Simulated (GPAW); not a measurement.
## Y2COS MXene monolayer: simulated STM images

Wanted: filled- and empty-state images of Y2COS MXene monolayer, with its work function.

Program: GPAW 26.7.0. Level of theory: GPAW, PAW setups; layer in a repeated cell with vacuum, relaxation of atoms and in-plane cell, in the first sound run; inputs show where later runs differ. Results are calculated unless marked as measured.

Most raw output is cut from this account.

## Step 1: Starting point

The cell holds 5 atoms: 1 S, 2 Y, 1 C and 1 O. Cell: a = 3.478 Å, b = 3.478 Å, c = 23.897 Å, α = 90.0°, β = 90.0°, γ = 120.0°. Vacuum lies along c.

## Step 2: Relaxing the atoms

Forces are removed first; all later runs use this geometry.

run.py

```python
import json
import numpy as np
from ase import Atoms
from ase.filters import FrechetCellFilter
from ase.optimize import BFGS
from gpaw import GPAW, PW

slab = Atoms(
    ['S', 'Y', 'C', 'Y', 'O'],
    positions=[
        [-0.00000, 2.00789, 9.00000],
        [1.73888, 1.00394, 10.89367],
        [0.00000, 0.00000, 12.26590],
        [-0.00000, 2.00789, 13.63814],
        [1.73888, 1.00394, 14.89722]],
    cell=[[3.47776, 0.0, 0.0], [-1.73888, 3.01183, 0.0], [0.0, 0.0, 23.8972]],
    pbc=[True, True, True])

slab.calc = GPAW(mode=PW(600), xc='PBE', kpts={'size': (9, 9, 1), 'gamma': True},
                 occupations={'name': 'fermi-dirac', 'width': 0.05}, nbands='160%',
                 convergence={'density': 1e-05}, maxiter=200,
                 symmetry={'tolerance': 1e-3}, txt='slab.txt')
result = {}
# The in-plane cell is free; stress needs a cell that repeats along all three vectors
path = []
opt = BFGS(FrechetCellFilter(slab, mask=[1, 1, 0, 0, 0, 1]), maxstep=0.2)
opt.attach(lambda: path.append((slab.get_potential_energy(), slab.positions.tolist(), slab.get_forces().tolist())))
result['relaxed'] = bool(opt.run(fmax=0.02, steps=45))
result['path'] = path
result['cell'] = slab.cell.tolist()
print('in-plane lattice', slab.cell.cellpar().round(4)[[0, 1, 5]])
energy = slab.get_potential_energy()
fermi = slab.calc.get_fermi_level()
v = slab.calc.get_electrostatic_potential().mean((0, 1)) - fermi
n = slab.calc.get_pseudo_density().mean((0, 1))
L = slab.cell[2, 2]
z = np.arange(len(v)) * L / len(v)
low, high = slab.positions[:, 2].min(), slab.positions[:, 2].max()
below, above = np.interp([low - 6.8, high + 6.8], z, v)
slopes = [np.interp(x, z, np.gradient(v, z)) for x in (low - 6.8, high + 6.8)]
eps = np.array([[slab.calc.get_eigenvalues(k, s) for k in range(len(slab.calc.get_ibz_k_points()))]
                for s in range(slab.calc.get_number_of_spins())]) - fermi
top, bottom = eps[eps < 0].max(), eps[eps > 0].min()
dipole = slab.get_dipole_moment()[2]
print(f'energy {energy:.4f} eV, Fermi level {fermi:.4f} eV, dipole {dipole:.5f} e A')
print(f'potential 6.8 A off the faces, from the Fermi level: lower {below:.4f} eV, upper {above:.4f} eV')
print(f'slope of the potential there: lower {slopes[0]:.5f}, upper {slopes[1]:.5f} eV/A')
print(f'nearest levels on the mesh: {top:.4f} and {bottom:.4f} eV')
print('magnetic moment', round(slab.get_magnetic_moment(), 3))
result.update(energy=energy, fermi=fermi, dipole=dipole, below=below, above=above, slopes=slopes, edges=[top, bottom],
              z=z.tolist(), v=v.tolist(), n=n.tolist(), positions=slab.positions.tolist(),
              forces=slab.get_forces(apply_constraint=False).tolist(), moments=slab.get_magnetic_moments().tolist())
json.dump(result, open('result.json', 'w'))
```

Run with:

```bash
$ OMP_NUM_THREADS=1 OPENBLAS_NUM_THREADS=1 python run.py
```

The job ended after 8.1 min (1 thread of AMD EPYC 9B45 (Zen 5), shared host; peak memory 0.68 GiB).

Numbers from this step:

| Property | Result |
| --- | --- |
| dipole along the normal | 0.1429 e·Å |
| levels nearest the Fermi level on the mesh | -0.002504, 0.1698 eV from the Fermi level |

The electrostatic potential energy of an electron (without an applied field's), less the Fermi level, planar mean oscillates, so the rows of the table below give means over windows of 1 Å about each position, cut where the curve ends. Its maxima inside the range that stand out by 2 % of the span (Å: eV): 6.9: 6.65, 9.8: -2.78, 11.7: -3.03, 12.8: 0.341. Its minima: 9.1: -12.4, 10.8: -16.0, 12.1: -6.33, 14.0: -16.6.

Electrostatic potential energy of an electron (without an applied field's), less the Fermi level, planar mean against z; means over each step:

| z (Å) | electrostatic potential energy of an electron (without an applied field's), less the Fermi level, planar mean (eV) |
| --- | --- |
| 0 | 6.04 |
| 1 | 6.11 |
| 2 | 6.21 |
| 3 | 6.30 |
| 4 | 6.40 |
| 5 | 6.49 |
| 6 | 6.59 |
| 7 | 6.62 |
| 8 | 5.19 |
| 9 | -7.25 |
| 10 | -5.63 |
| 11 | -11.7 |
| 12 | -4.27 |
| 13 | -1.96 |
| 14 | -14.3 |
| 15 | -3.71 |
| 16 | 4.81 |
| 17 | 5.33 |
| 18 | 5.45 |
| 19 | 5.54 |
| 20 | 5.64 |
| 21 | 5.74 |
| 22 | 5.83 |
| 23 | 5.93 |

Pseudo valence density, planar mean against z:

z (Å), pseudo valence density, planar mean (e/Å³) and a bar:
```
      5.5      0.000 
      6.0      0.000 
      6.5      0.001 
      7.0      0.003 
      7.5      0.013 
      8.0      0.062 ##
      8.5      0.226 #######
      9.0      0.320 ##########
      9.5      0.374 ############
     10.0      0.343 ###########
     10.5      0.642 #####################
     11.0      0.706 #######################
     11.5      0.361 ############
     12.0      0.350 ###########
     12.5      0.301 ##########
     13.0      0.206 #######
     13.5      0.444 ##############
     14.0      0.931 ##############################
     14.5      0.900 #############################
     15.0      0.456 ###############
     15.5      0.089 ###
     16.0      0.017 #
     16.5      0.003 
     17.0      0.001 
     17.5      0.000 
     18.0      0.000
```

The relaxation lowered the energy of the cell by 1.70 eV (energies extrapolated to zero smearing; the optimiser's log prints free energies). The largest force left on a free atom is 0.018 eV/Å.

## Step 3: The slab's potential

With the geometry fixed, the planar mean of the potential gives the vacuum level on each side.

This step: GPAW, PAW setups; slab in vacuum (GPAW 26.7.0).

The cell differs from the one that the last finished run ended in (c 23.897 → 23.508 Å).

run.py

```python
import json
import numpy as np
from ase import Atoms
from ase.dft.stm import STM
from gpaw import GPAW, PW

slab = Atoms(
    ['S', 'Y', 'C', 'Y', 'O'],
    positions=[
        [-0.00000, 2.08332, 9.00000],
        [1.80420, 1.04165, 10.63945],
        [-0.00000, 0.00000, 12.01951],
        [-0.00000, 2.08332, 13.82402],
        [1.80420, 1.04165, 14.50796]],
    cell=[[3.6084, -0.0, 0.0], [-1.8042, 3.12497, 0.0], [0.0, 0.0, 23.508]],
    pbc=[True, True, False])

slab.calc = GPAW(mode=PW(500), xc='PBE', kpts={'size': (9, 9, 1), 'gamma': True},
                 occupations={'name': 'fermi-dirac', 'width': 0.05}, nbands='160%',
                 convergence={'density': 1e-05}, maxiter=200,
                 poissonsolver={'dipolelayer': 'xy'},
                 symmetry={'tolerance': 1e-3}, txt='slab.txt')
result = {}
energy = slab.get_potential_energy()
fermi = slab.calc.get_fermi_level()
v = slab.calc.get_electrostatic_potential().mean((0, 1)) - fermi
n = slab.calc.get_pseudo_density().mean((0, 1))
L = slab.cell[2, 2]
z = np.arange(len(v)) * L / len(v)
low, high = slab.positions[:, 2].min(), slab.positions[:, 2].max()
below, above = np.interp([low - 6.8, high + 6.8], z, v)
slopes = [np.interp(x, z, np.gradient(v, z)) for x in (low - 6.8, high + 6.8)]
eps = np.array([[slab.calc.get_eigenvalues(k, s) for k in range(len(slab.calc.get_ibz_k_points()))]
                for s in range(slab.calc.get_number_of_spins())]) - fermi
top, bottom = eps[eps < 0].max(), eps[eps > 0].min()
dipole = slab.get_dipole_moment()[2]
print(f'energy {energy:.4f} eV, Fermi level {fermi:.4f} eV, dipole {dipole:.5f} e A')
print(f'potential 6.8 A off the faces, from the Fermi level: lower {below:.4f} eV, upper {above:.4f} eV')
print(f'slope of the potential there: lower {slopes[0]:.5f}, upper {slopes[1]:.5f} eV/A')
print(f'nearest levels on the mesh: {top:.4f} and {bottom:.4f} eV')
print('magnetic moment', round(slab.get_magnetic_moment(), 3))
result.update(energy=energy, fermi=fermi, dipole=dipole, below=below, above=above, slopes=slopes, edges=[top, bottom],
              z=z.tolist(), v=v.tolist(), n=n.tolist(), positions=slab.positions.tolist(),
              forces=slab.get_forces(apply_constraint=False).tolist(), moments=slab.get_magnetic_moments().tolist())

# Images need the states of the whole zone, up to time reversal
slab.calc = slab.calc.fixed_density(symmetry={'point_group': False}, txt='states.txt', nbands='280%',
                                    convergence={'bands': 'CBM+2.3'})
stm = STM(slab)
result['stm'] = []
for bias in [-1.5, 2.0]:
    height = high + 3.0
    current = stm.get_averaged_current(bias, height)
    x, y, h = stm.scan(bias, current)
    i, f = divmod(height / L * stm.ldos.shape[2], 1)
    I = abs((1 - f) * stm.ldos[:, :, int(i)] + f * stm.ldos[:, :, int(i) + 1])
    print(f'bias {bias} V: mean current at 3.0 A {current:.4e}, corrugation {np.ptp(h):.4f} A')
    result['stm'].append(dict(bias=bias, current=current, h=(h - high).tolist(), I=I.tolist()))
json.dump(result, open('result.json', 'w'))
```

Wall time 77 s (1 thread); peak memory 0.66 GiB.

Numbers from this step:

| Property | Result |
| --- | --- |
| dipole along the normal | 0.1015 e·Å |
| levels nearest the Fermi level on the mesh | -0.002887, 0.1720 eV from the Fermi level |
| upper work function | 5.175 eV |
| lower work function | 6.805 eV |
| corrugation -1.5 | 0.4846 Å |
| corrugation 2 | 0.1707 Å |

The electrostatic potential energy of an electron (without an applied field's), less the Fermi level, planar mean oscillates, so the rows of the table below give means over windows of 1 Å about each position, cut where the curve ends. Its maxima inside the range that stand out by 2 % of the span (Å: eV): 1.7: 6.80, 9.7: -2.78, 11.6: -3.04, 12.7: 0.336. Its minima: 9.0: -12.5, 10.6: -16.0, 12.0: -6.25, 13.8: -16.5.

The electrostatic potential energy of an electron (without an applied field's), less the Fermi level, planar mean by z; means over each step:

| z (Å) | electrostatic potential energy of an electron (without an applied field's), less the Fermi level, planar mean (eV) |
| --- | --- |
| 0 | 6.50 |
| 1 | 6.80 |
| 2 | 6.80 |
| 3 | 6.80 |
| 4 | 6.80 |
| 5 | 6.80 |
| 6 | 6.80 |
| 7 | 6.70 |
| 8 | 4.35 |
| 9 | -8.04 |
| 10 | -6.82 |
| 11 | -10.3 |
| 12 | -3.90 |
| 13 | -3.25 |
| 14 | -14.7 |
| 15 | -1.38 |
| 16 | 4.88 |
| 17 | 5.16 |
| 18 | 5.17 |
| 19 | 5.17 |
| 20 | 5.17 |
| 21 | 5.17 |
| 22 | 5.18 |
| 23 | 5.27 |

The pseudo valence density, planar mean by z:

| z (Å) | pseudo valence density, planar mean (e/Å³) |
| --- | --- |
| 5 | 6.2e-6 |
| 6 | 1.5e-4 |
| 7 | 0.00394 |
| 8 | 0.0946 |
| 9 | 0.318 |
| 10 | 0.378 |
| 11 | 0.578 |
| 12 | 0.346 |
| 13 | 0.224 |
| 14 | 0.941 |
| 15 | 0.303 |
| 16 | 0.0105 |
| 17 | 5.3e-4 |
| 18 | 2.8e-5 |

Tip height over the top atom over a1 and a2. Sample bias -1.5 V, constant current at the mean current 3.0 Å over the top atom.

Values in Å, 12 rows by 16 columns, each cell a mean:
```
2.75 2.77 2.82 2.88 2.94 2.98 3.00 3.01 3.01 3.00 2.97 2.92 2.87 2.80 2.76 2.75
2.83 2.84 2.87 2.89 2.92 2.95 2.96 2.96 2.95 2.94 2.91 2.89 2.86 2.84 2.83 2.83
2.92 2.91 2.91 2.91 2.91 2.93 2.94 2.93 2.92 2.91 2.91 2.91 2.92 2.92 2.92 2.92
3.00 2.98 2.96 2.93 2.93 2.95 2.94 2.93 2.94 2.97 2.99 3.00 3.01 3.02 3.02 3.01
3.04 3.01 2.97 2.95 2.93 2.94 2.94 2.96 2.99 3.04 3.06 3.08 3.09 3.09 3.08 3.07
3.06 3.01 2.97 2.94 2.92 2.93 2.96 3.00 3.06 3.09 3.12 3.14 3.15 3.14 3.13 3.10
3.05 3.00 2.95 2.91 2.92 2.97 3.02 3.07 3.11 3.15 3.18 3.19 3.19 3.17 3.14 3.10
3.01 2.95 2.91 2.89 2.93 2.99 3.05 3.10 3.15 3.18 3.20 3.20 3.19 3.16 3.12 3.08
2.95 2.89 2.86 2.89 2.95 3.01 3.07 3.12 3.17 3.19 3.20 3.19 3.17 3.12 3.08 3.02
2.86 2.80 2.82 2.88 2.96 3.02 3.07 3.12 3.16 3.17 3.17 3.15 3.10 3.05 3.00 2.93
2.77 2.76 2.80 2.88 2.96 3.02 3.07 3.10 3.12 3.12 3.12 3.09 3.03 2.98 2.91 2.84
2.72 2.74 2.80 2.88 2.95 3.00 3.05 3.07 3.08 3.07 3.05 3.01 2.95 2.89 2.82 2.75
```
Columns: a1 from 0 to 0.95; rows upwards: a2 from 0 to 0.95.

Local density of states summed over the bias window over a1 and a2. Sample bias -1.5 V, constant height 3.0 Å over the top atom.

Values in units of 1e-5 arbitrary, 12 rows by 16 columns, each cell a mean:
```
0.8 0.9 0.9 1.0 1.2 1.3 1.5 1.5 1.5 1.4 1.3 1.1 1.0 0.9 0.8 0.8
0.9 0.9 1.0 1.0 1.1 1.2 1.3 1.3 1.2 1.2 1.1 1.0 1.0 0.9 0.9 0.9
1.1 1.1 1.1 1.1 1.1 1.2 1.2 1.2 1.1 1.1 1.1 1.1 1.1 1.1 1.1 1.1
1.4 1.3 1.3 1.2 1.2 1.3 1.3 1.2 1.2 1.3 1.4 1.4 1.5 1.5 1.5 1.5
1.6 1.5 1.3 1.2 1.2 1.2 1.2 1.3 1.4 1.6 1.7 1.8 1.8 1.8 1.8 1.7
1.7 1.5 1.3 1.2 1.1 1.2 1.3 1.4 1.7 1.8 2.0 2.0 2.1 2.1 2.0 1.9
1.7 1.4 1.2 1.1 1.1 1.3 1.5 1.7 1.9 2.1 2.2 2.2 2.2 2.2 2.0 1.9
1.5 1.2 1.1 1.1 1.2 1.4 1.7 1.9 2.1 2.2 2.3 2.3 2.2 2.1 2.0 1.8
1.2 1.0 1.0 1.0 1.2 1.5 1.7 1.9 2.1 2.3 2.3 2.3 2.1 2.0 1.8 1.5
1.0 0.9 0.9 1.0 1.3 1.5 1.7 1.9 2.1 2.2 2.2 2.1 1.9 1.7 1.4 1.2
0.8 0.8 0.9 1.0 1.3 1.5 1.7 1.9 2.0 2.0 1.9 1.8 1.6 1.3 1.1 0.9
0.9 0.8 0.9 1.0 1.2 1.5 1.6 1.7 1.8 1.8 1.7 1.5 1.2 1.0 0.9 0.8
```
Columns: a1 from 0 to 0.95; rows upwards: a2 from 0 to 0.95.

Tip height over the top atom over a1 and a2. Sample bias 2 V, constant current at the mean current 3.0 Å over the top atom.

Ten even steps from '0' (2.92 Å) to '9' (3.09 Å):
```
00001345555554310000
00012344444443210000
00112233333322110011
11222223432222211111
33322234432223333223
44432344432344444444
65433444433456556655
65434444434566677766
65433333345677788777
65432223456788888887
65432234567998998997
65422245678999999987
64322346678899998876
43212345678999998765
31111345788999988754
10001346788898887643
00001246778998776421
00011245678987654211
00011345677776543110
00001346666666431000
```
Columns: a1 from 0 to 0.95; rows upwards: a2 from 0 to 0.95.

Local density of states summed over the bias window over a1 and a2. Sample bias 2 V, constant height 3.0 Å over the top atom.

Ten even steps from '0' (2.93 × 1e-6 arbitrary) to '9' (4.07 × 1e-6 arbitrary):
```
00001246555564210000
00001244444442100000
00011223333221100000
11111123332111111101
32221234432122232222
44422344432244444444
66433444433466656656
65433444334566677766
65433333345677788777
65432223456788898887
65421124567999999997
66421246678999999987
64211246678999999876
42111246678999998766
31001345789999998754
10001246788999887642
00001246778998776421
00000245678987654200
00001246677776642100
10001346666666431000
```
Columns: a1 from 0 to 0.95; rows upwards: a2 from 0 to 0.95.

Force by atom:

| atom | x (eV/Å) | y (eV/Å) | z (eV/Å) | size |
| --- | --- | --- | --- | --- |
| S1 | 0.0000 | 0.0000 | 0.0213 | 0.0213 |
| Y2 | 0.0000 | 0.0000 | 0.0000 | 0.0000 |
| C3 | 0.0000 | 0.0000 | 0.0194 | 0.0194 |
| Y4 | 0.0000 | 0.0000 | -0.0529 | 0.0529 |
| O5 | 0.0000 | 0.0000 | -0.0376 | 0.0376 |

The potential is flat to 4.5e-4 eV/Å where it is read, so the vacuum is wide enough.

## Step 4: A changed run

One more run, with changed settings.

run.py, as its differences from that of step 3:

```diff
@@ -3,3 +3,2 @@
 from ase import Atoms
-from ase.dft.stm import STM
 from gpaw import GPAW, PW
@@ -18,4 +17,4 @@
 slab.calc = GPAW(mode=PW(500), xc='PBE', kpts={'size': (9, 9, 1), 'gamma': True},
-                 occupations={'name': 'fermi-dirac', 'width': 0.05}, nbands='160%',
-                 convergence={'density': 1e-05}, maxiter=200,
+                 occupations={'name': 'fermi-dirac', 'width': 0.05}, nbands='80%',
+                 convergence={'density': 1e-05}, maxiter=75,
                  poissonsolver={'dipolelayer': 'xy'},
@@ -44,16 +43,2 @@
               forces=slab.get_forces(apply_constraint=False).tolist(), moments=slab.get_magnetic_moments().tolist())
-
-# Images need the states of the whole zone, up to time reversal
-slab.calc = slab.calc.fixed_density(symmetry={'point_group': False}, txt='states.txt', nbands='280%',
-                                    convergence={'bands': 'CBM+2.3'})
-stm = STM(slab)
-result['stm'] = []
-for bias in [-1.5, 2.0]:
-    height = high + 3.0
-    current = stm.get_averaged_current(bias, height)
-    x, y, h = stm.scan(bias, current)
-    i, f = divmod(height / L * stm.ldos.shape[2], 1)
-    I = abs((1 - f) * stm.ldos[:, :, int(i)] + f * stm.ldos[:, :, int(i) + 1])
-    print(f'bias {bias} V: mean current at 3.0 A {current:.4e}, corrugation {np.ptp(h):.4f} A')
-    result['stm'].append(dict(bias=bias, current=current, h=(h - high).tolist(), I=I.tolist()))
 json.dump(result, open('result.json', 'w'))
```

The job ended after 0.5 s (1 thread; peak memory 0.11 GiB).

The input was rejected at the start.

The program's message: “ValueError: Too few bands! Electrons: 38.0, bands: 80%”

The change that led to it: nbands = "80 % of the filled bands".

## Step 5: Summary of results

| Quantity | Value |
| --- | --- |
| work function, upper and lower face | 5.175 and 6.805 eV |
| dipole along the normal | 0.102 e Å |
| corrugation at -1.5 V | 0.485 Å |
| corrugation at 2 V | 0.171 Å |

The corrugation at constant current is largest at -1.5 V, where the tip height varies by 0.48 Å over the cell. Negative sample bias images filled states, positive bias empty ones. The two faces differ by 1.6 eV, the step that the slab's dipole makes (e p/(ε0 A) gives 1.6 eV), so the dipole layer is needed. The images are of Tersoff-Hamann type: an s-wave tip, no tip-sample forces, heights closer than in a microscope. The starting lattice was a guess from atomic radii; the relaxation moved it by 4 %. The relaxation of atoms and cell ran in a fully periodic cell without the dipole layer, so the atoms of this polar layer felt a small spurious field. The layer's cell and atoms come from the relaxation; spin-orbit coupling and temperature are left out.

[Logs are printed without paths, hosts, clocks, repeated set-up lines and the standing remarks that a program may print on its own settings, such as how far it seeks lower states.]

[Hosts, paths, dates, database ids (printed as entryN), source tags and the programs' standing remarks are cut or masked in the printed files.]
